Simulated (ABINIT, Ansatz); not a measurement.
## Quasiparticle gap of Si3N4 (Fd-3m) in ABINIT

Aim: the G0W0 gap of Si3N4 (Fd-3m) on PBE, step by step.

Method: PBE and many-body steps on it, plane waves, in ABINIT 10.8.3.

**What was measured.**

- Gap 4.3 ± 0.25 eV: gap from soft X-ray absorption and emission edges; soft X-ray absorption and emission spectroscopy; powder (earlier literature measurement) (quoted in “Photoluminescence and electronic transitions in cubic silicon nitride”, 2016, pmc:4698759).

## Step 1: Starting point

It takes space group Fd-3m (No. 227, cubic). Conventional cell: a = 7.787 Å, b = 7.787 Å, c = 7.787 Å, α = 90.00°, β = 90.00°, γ = 90.00°. Nearest to Si lie 6 N at 1.89 Å. Nearest to Si lie 4 N at 1.79 Å. Nearest to N lie 4 Si at 1.79 to 1.89 Å. Farther neighbours and most contacts between anions are not listed.

The cell and positions are those that the Materials Project relaxed with its own functionals (PBE, PBE+U or r2SCAN), kept fixed. This is not the form that Si3N4 usually takes at ambient conditions.

## Step 2: Ground state

This step: ABINIT 10.8.3; DFT, PBE, plane waves, norm-conserving pseudopotentials.

The ground-state density comes first.

Contents of run.abi:

```
acell 3*1.0 Angstrom
rprim 
  -0.000000000000 3.893718000000 3.893718000000
  3.893718000000 0.000000000000 3.893718000000
  3.893718000000 3.893718000000 -0.000000000000
ntypat 2
znucl 14 7
natom 14
typat 1 1 1 1 1 1 2 2 2 2 2 2 2 2
xred 
  0.125000000000 0.125000000000 0.625000000000
  0.125000000000 0.625000000000 0.125000000000
  0.625000000000 0.125000000000 0.125000000000
  0.125000000000 0.125000000000 0.125000000000
  0.750000000000 0.750000000000 0.750000000000
  0.500000000000 0.500000000000 0.500000000000
  0.367563000000 0.367563000000 0.367563000000
  0.352689000000 0.882437000000 0.882437000000
  0.882437000000 0.882437000000 0.352689000000
  0.882437000000 0.352689000000 0.882437000000
  0.367563000000 0.367563000000 0.897311000000
  0.367563000000 0.897311000000 0.367563000000
  0.882437000000 0.882437000000 0.882437000000
  0.897311000000 0.367563000000 0.367563000000
pp_dirpath "pseudos"
pseudos "Si.upf, N.upf"
ecut 36
ngkpt 4 4 4
nshiftk 1
shiftk 0 0 0
kptopt 1
chksymbreak 0
nband 43
occopt 1
tolvrs 1e-10
nstep 60
prtwf 0
optforces 0
optstress 0
indata_prefix "in"
outdata_prefix "out"
tmpdata_prefix "tmp"
```

Run with:

```bash
$ OMP_NUM_THREADS=1 mpirun -n 16 abinit run.abi > log
```

Numbers of over 12 decimals in the logs are rounded to 6 here.

Log:

```text
.Version 10.8.3 of ABINIT. v10.8.2 released Aug 2026.

 Symmetries : space group Fd -3 m (#227); Bravais cF (face-center cubic)
================================================================================
 Values of the parameters that define the memory need of the present run
     intxc =       0    ionmov =       0      iscf =       7    lmnmax =       6
     lnmax =       6     mgfft =      60  mpssoang =       3    mqgrid =    3001
     natom =      14  nloc_mem =       1    nspden =       1   nspinor =       1
    nsppol =       1      nsym =      48    n1xccc =    2501    ntypat =       2
    occopt =       1   xclevel =       2
-    mband =          43        mffmem =           1         mkmem =           1
       mpw =        8230          nfft =      216000          nkpt =           8
================================================================================
  Rough estimation (10% accuracy) of disk space for files :
================================================================================

--------------------------------------------------------------------------------
------------- Echo of variables that govern the present computation ------------
--------------------------------------------------------------------------------
 -outvars: echo values of preprocessed input variables --------
            acell      1.8897261259E+00  1.8897261259E+00  1.8897261259E+00 Bohr

      chksymbreak           0
             ecut      3.60000000E+01 Hartree
-          fftalg         312

              ixc     -101130
              kpt      0.00000000E+00  0.00000000E+00  0.00000000E+00
                       2.50000000E-01  0.00000000E+00  0.00000000E+00
                       5.00000000E-01  0.00000000E+00  0.00000000E+00
                       2.50000000E-01  2.50000000E-01  0.00000000E+00
                       5.00000000E-01  2.50000000E-01  0.00000000E+00
                      -2.50000000E-01  2.50000000E-01  0.00000000E+00
                       5.00000000E-01  5.00000000E-01  0.00000000E+00
                      -2.50000000E-01  5.00000000E-01  2.50000000E-01
         kptrlatt        4    0    0      0    4    0      0    0    4
          kptrlen      4.16234766E+01
P           mkmem           1
            natom          14
            nband          43
            ngfft          60      60      60
             nkpt           8
            nstep          60
             nsym          48
           ntypat           2
              occ      2.000000  2.000000  2.000000  2.000000  2.000000  2.000000
                       2.000000  2.000000  2.000000  2.000000  2.000000  2.000000
                       2.000000  2.000000  2.000000  2.000000  2.000000  2.000000
                       2.000000  2.000000  2.000000  2.000000  2.000000  2.000000
                       2.000000  2.000000  2.000000  2.000000  2.000000  2.000000
                       2.000000  2.000000  0.000000  0.000000  0.000000  0.000000
                       0.000000  0.000000  0.000000  0.000000  0.000000  0.000000
                       0.000000
        optforces           0
        optstress           0
            prtwf           0
            rprim     -0.0000000000E+00  3.8937180000E+00  3.8937180000E+00
                       3.8937180000E+00  0.0000000000E+00  3.8937180000E+00
                       3.8937180000E+00  3.8937180000E+00 -0.0000000000E+00
          spgroup         227

           tolvrs      1.00000000E-10

             xred      1.2500000000E-01  1.2500000000E-01  6.2500000000E-01
                       1.2500000000E-01  6.2500000000E-01  1.2500000000E-01
[...]
znucl       14.00000    7.00000

================================================================================

 chkinp: Checking input parameters for consistency.

================================================================================
== DATASET  1 ==================================================================
-   mpi_nproc: 16, omp_nthreads: 1 (-1 if OMP is not activated)
-    --> not optimal distribution: autoparal keyword recommended in input file <--

--- !DatasetInfo
iteration_state: {dtset: 1, }
dimensions: {natom: 14, nkpt: 8, mband: 43, nsppol: 1, nspinor: 1, nspden: 1, mpw: 8230, }
cutoff_energies: {ecut:  36.0, pawecutdg:  -1.0, }
electrons: {nelect:   6.40000000E+01, charge:   0.00000000E+00, occopt:   1.00000000E+00, tsmear:   1.00000000E-02, }

 Real(R)+Recip(G) space primitive vectors, cartesian coordinates (Bohr,Bohr^-1):
 R(1)=  0.0000000  7.3580606  7.3580606  G(1)= -0.0679527  0.0679527  0.0679527
 R(2)=  7.3580606  0.0000000  7.3580606  G(2)=  0.0679527 -0.0679527  0.0679527
 R(3)=  7.3580606  7.3580606  0.0000000  G(3)=  0.0679527  0.0679527 -0.0679527
 Unit cell volume ucvol=  7.9674635E+02 bohr^3
 Angles (23,13,12)=  6.00000000E+01  6.00000000E+01  6.00000000E+01 degrees

 getcut: wavevector=  0.0000  0.0000  0.0000  ngfft=  60  60  60
         ecut(hartree)=     36.000   => boxcut(ratio)=   2.13480

--- Pseudopotential description ------------------------------------------------
- Si Generated using ONCVPSP code by D. R. Hamann
- 14.00000   4.00000  171031                  znucl, zion, pspdat
12 -101130 2 -1 1510                          pspcod,pspxc,lmax,lloc,mmax
     nproj     2     2     2
  pspatm : epsatm=    9.34321561
         --- l  ekb(1:nproj) -->
[...]
12 -101130 1 -1 1058                          pspcod,pspxc,lmax,lloc,mmax
     nproj     2     2     0
  pspatm : epsatm=    5.20977870
         --- l  ekb(1:nproj) -->
[...]
pspatm: atomic psp has been read  and splines computed

   6.25520149E+03                                ecore*ucvol(ha*bohr**3)
--------------------------------------------------------------------------------

_setup2: Arith. and geom. avg. npw (full set) are    8219.172    8219.143

================================================================================

--- !BeginCycle
iteration_state: {dtset: 1, }
solver: {iscf: 7, nstep: 60, nline: 4, wfoptalg: 0, }
tolerances: {tolvrs: 1.00E-10, }

     iter   Etot(hartree)      deltaE(h)  residm     vres2
 ETOT  1  -108.08687050631    -1.081E+02 4.942E-02 2.855E+03
 ETOT  2  -108.39954952405    -3.127E-01 1.735E-02 1.634E+03
 ETOT  3  -108.86126364268    -4.617E-01 1.855E-02 2.647E+00
 ETOT  4  -108.86234006306    -1.076E-03 4.375E-03 1.113E-01
 ETOT  5  -108.86234971327    -9.650E-06 2.447E-03 3.112E-03
 ETOT  6  -108.86235004936    -3.361E-07 8.099E-04 2.277E-04
 ETOT  7  -108.86235007442    -2.506E-08 5.674E-04 2.858E-06
 ETOT  8  -108.86235007468    -2.618E-10 5.412E-04 1.640E-07
 ETOT  9  -108.86235007469    -1.087E-11 4.069E-04 2.242E-09
 ETOT 10  -108.86235007469     9.948E-13 3.792E-04 1.726E-11

 At SCF step   10       vres2   =  1.73E-11 < tolvrs=  1.00E-10 =>converged.

--- !ResultsGS
iteration_state: {dtset: 1, }
comment   : Summary of ground state results
lattice_vectors:
- [ -0.0000000,   7.3580606,   7.3580606, ]
- [  7.3580606,   0.0000000,   7.3580606, ]
- [  7.3580606,   7.3580606,  -0.0000000, ]
lattice_lengths: [  10.40587,   10.40587,   10.40587, ]
lattice_angles: [ 60.000,  60.000,  60.000, ] # degrees, (23, 13, 12)
lattice_volume:   7.9674635E+02
convergence: {deltae:  9.948E-13, res2:  1.726E-11, residm:  3.792E-04, diffor:  0.000E+00, }
etotal    :  -1.08862350E+02
entropy   :   0.00000000E+00
fermie    :   2.79938553E-01
cartesian_stress_tensor: null
pressure_GPa: null
xred      :
- [  1.2500E-01,   1.2500E-01,   6.2500E-01, Si]
- [  1.2500E-01,   6.2500E-01,   1.2500E-01, Si]
- [  6.2500E-01,   1.2500E-01,   1.2500E-01, Si]
- [  1.2500E-01,   1.2500E-01,   1.2500E-01, Si]
- [  7.5000E-01,   7.5000E-01,   7.5000E-01, Si]
- [  5.0000E-01,   5.0000E-01,   5.0000E-01, Si]
- [  3.6756E-01,   3.6756E-01,   3.6756E-01,  N]
- [  3.5269E-01,   8.8244E-01,   8.8244E-01,  N]
- [  8.8244E-01,   8.8244E-01,   3.5269E-01,  N]
- [  8.8244E-01,   3.5269E-01,   8.8244E-01,  N]
- [  3.6756E-01,   3.6756E-01,   8.9731E-01,  N]
- [  3.6756E-01,   8.9731E-01,   3.6756E-01,  N]
- [  8.8244E-01,   8.8244E-01,   8.8244E-01,  N]
- [  8.9731E-01,   3.6756E-01,   3.6756E-01,  N]
cartesian_forces: null
force_length_stats: {min: null, max: null, mean: null, }

 Integrated electronic density in atomic spheres:
 ------------------------------------------------
 Atom  Sphere_radius  Integrated_density
[...]
================================================================================

 ----iterations are completed or convergence reached----

 Mean square residual over all n,k,spin=   41.011E-07; max=  37.920E-05
 reduced coordinates (array xred) for   14 atoms
[...]
0.367563000000      0.367563000000      0.897311000000
       0.367563000000      0.897311000000      0.367563000000
       0.882437000000      0.882437000000      0.882437000000
       0.897311000000      0.367563000000      0.367563000000
 rms dE/dt=  0.0000E+00; max dE/dt=  0.0000E+00; dE/dt below (all hartree)
    1       0.000000000000      0.000000000000      0.000000000000
    2       0.000000000000      0.000000000000      0.000000000000
    3       0.000000000000      0.000000000000      0.000000000000
    4       0.000000000000      0.000000000000      0.000000000000
    5       0.000000000000      0.000000000000      0.000000000000
    6       0.000000000000      0.000000000000      0.000000000000
    7       0.000000000000      0.000000000000      0.000000000000
    8       0.000000000000      0.000000000000      0.000000000000
    9       0.000000000000      0.000000000000      0.000000000000
   10       0.000000000000      0.000000000000      0.000000000000
[...]
cartesian coordinates (angstrom) at end:
[...]
10      4.809232     6.871922     4.809232
   11      4.925063     4.925063     2.862373
   12      4.925063     2.862373     4.925063
   13      6.871922     6.871922     6.871922
   14      2.862373     4.925063     4.925063
 length scales=  1.889726125908  1.889726125908  1.889726125908 bohr
              =  1.000000000000  1.000000000000  1.000000000000 angstroms
 prteigrs : about to open file out_EIG
 Fermi (or HOMO) energy (hartree) =   0.27994   Average Vxc (hartree)=  -0.44634
 Eigenvalues (hartree) for nkpt=   8  k points:
 kpt#   1, nband= 43, wtk=  0.01563, kpt=  0.0000  0.0000  0.0000 (reduced coord)
  -0.40774   -0.28748   -0.25359   -0.25359   -0.25359   -0.21825   -0.21825   -0.21825
  -0.10302   -0.06533   -0.04428   -0.04428   -0.04428    0.01759    0.01759    0.12796
   0.12796    0.12796    0.19595    0.19595    0.19595    0.21199    0.21199    0.21199
   0.25240    0.25240    0.27512    0.27512    0.27512    0.27963    0.27963    0.27963
   0.40482    0.40482    0.40482    0.46141    0.50101    0.53153    0.55866    0.55866
   0.56844    0.56844    0.56844
 prteigrs : prtvol=0 or 1, do not print more k-points.

--- !EnergyTerms
iteration_state     : {dtset: 1, }
comment             : Components of total free energy in Hartree
kinetic             :  6.90527067515022E+01
hartree             :  1.79720284122442E+01
xc                  : -3.48404545736876E+01
Ewald energy        : -1.04398991126775E+02
psp_core            :  7.85093209914062E+00
local_psp           : -5.88506065181242E+01
non_local_psp       : -5.64796511898919E+00
total_energy        : -1.08862350074689E+02
total_energy_eV     : -2.96229545552757E+03
band_energy         :  2.14979304624720E+00

== END DATASET(S) ==============================================================
================================================================================

 -outvars: echo values of variables after computation  --------
           etotal     -1.0886235007E+02
            nband          43
             nkpt           8
          spgroup         227
 [... the other variables as echoed above ...]

 Calculation completed.
```

Elapsed: 55 s, on 16 MPI ranks of Arm Neoverse N1, shared host; peak memory 2 GiB; 13 min of CPU time.

This step gave:

| Quantity | Value |
| --- | --- |
| total energy | -2962.2955 eV |
| gap | 3.398 eV |
| k of the valence top | -0.25, 0.25, 0 |
| k of the conduction bottom | 0, 0, 0 |
| least direct gap | 3.407 eV |

The gap is indirect, with the least direct gap 0.008 eV higher.

(Continued in part 2 of 3.)

[Paths, hosts, dates, memory and timing lines, banners, echoed tables and standing remarks are left out of the program output.]

[Logs are printed without paths, hosts, clocks, repeated set-up lines and the standing remarks that a program may print on its own settings, such as how far it seeks lower states.]

[Runs of the session that timed out or met a known fault of the program may be left out.]

[Hosts, paths, dates, database ids (printed as entryN), source tags and the programs' standing remarks are cut or masked in the printed files.]

[G0W0 gaps are taken among the corrected bands and points alone; a level outside them can change the order at an edge.]

[Where Ansatz stands beside ABINIT at settings called matched, ABINIT's density can come from a denser mesh and the files from another edition; pairs whose starting gaps differed by over 0.03 eV were left out, so agreement reads better than it is.]
